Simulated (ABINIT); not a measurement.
# Calculated records

```cif
data_cds
_symmetry_space_group_name_H-M 'F-43m'
_symmetry_Int_Tables_number 216
_cell_length_a 5.8330
_cell_length_b 5.8330
_cell_length_c 5.8330
_cell_angle_alpha 90.000
_cell_angle_beta 90.000
_cell_angle_gamma 90.000
_cell_volume 198.46
loop_
_atom_site_label
_atom_site_type_symbol
_atom_site_symmetry_multiplicity
_atom_site_Wyckoff_symbol
_atom_site_fract_x
_atom_site_fract_y
_atom_site_fract_z
_atom_site_occupancy
Cd1 Cd 4 a 0.00000 0.00000 0.00000 1
S1 S 4 d 0.25000 0.25000 0.75000 1
_calc_subject 'Beyond one shot: CdS (Hawleyite)'
_calc_method 'RPA screening on PBE, plane waves, norm-conserving pseudopotentials (and 3 further levels or steps)'
_calc_program 'ABINIT 10.8.3'
_calc_settings 'cutoff 47 Ha, PseudoDojo scalar-relativistic 0.4.1 standard, norm-conserving, ngkpt (4, 4, 4), nband 58, ecuteps 3.9 Ha, inclvkb 2, shiftk (0, 0, 0), symchi 1, awtr 1, frequency ppm, 4×4×4 k-mesh'
_calc_cost '5 runs, 2.6 h in all on 4 MPI ranks of Intel Xeon at 2.80GHz (Skylake/Cascade Lake), shared host'
_calc_notes 'The cell and positions come from the Crystallography Open Database and are kept as given unless a step says otherwise. Limits: no spin-orbit coupling. The first cycle of evGW0 takes the full correction, without the factor Z, so it overshoots the one-shot value. The 4×4×4 mesh is coarse for this cell, which bears on the long-range parts of exchange and screening.'
_calc_g0w0 '2.035 eV'
_calc_evgw0_cycle_1 '2.260 eV'
_calc_evgw0_cycle_2 '2.171 eV'
_calc_known_limits 'short of the basis limit; no spin-orbit coupling; coarse k mesh'
```

[Long decimals in the printed logs are rounded to 6 places.]

[Logs are printed without paths, hosts, clocks, repeated set-up lines and the standing remarks that a program may print on its own settings, such as how far it seeks lower states.]

[Paths, hosts, dates, memory and timing lines, banners, echoed tables and standing remarks are left out of the program output; an Ansatz launch command may be rebuilt from the run's recorded settings. Measured values are a selection of at most five: reports struck by readers or far from the other reports are left out. None is set beside runs whose start may be inverted or whose files or cutoffs have a known fault.]

[Runs of the session that timed out or met a known fault of the program may be left out.]

[Hosts, paths, dates, database ids (printed as entryN), source tags and the programs' standing remarks are cut or masked in the printed files.]

[G0W0 gaps are taken among the corrected bands and points alone; a level outside them can change the order at an edge.]

[Where Ansatz stands beside ABINIT at settings called matched, ABINIT's density can come from a denser mesh and the files from another edition; pairs whose starting gaps differed by over 0.03 eV were left out, so agreement reads better than it is.]
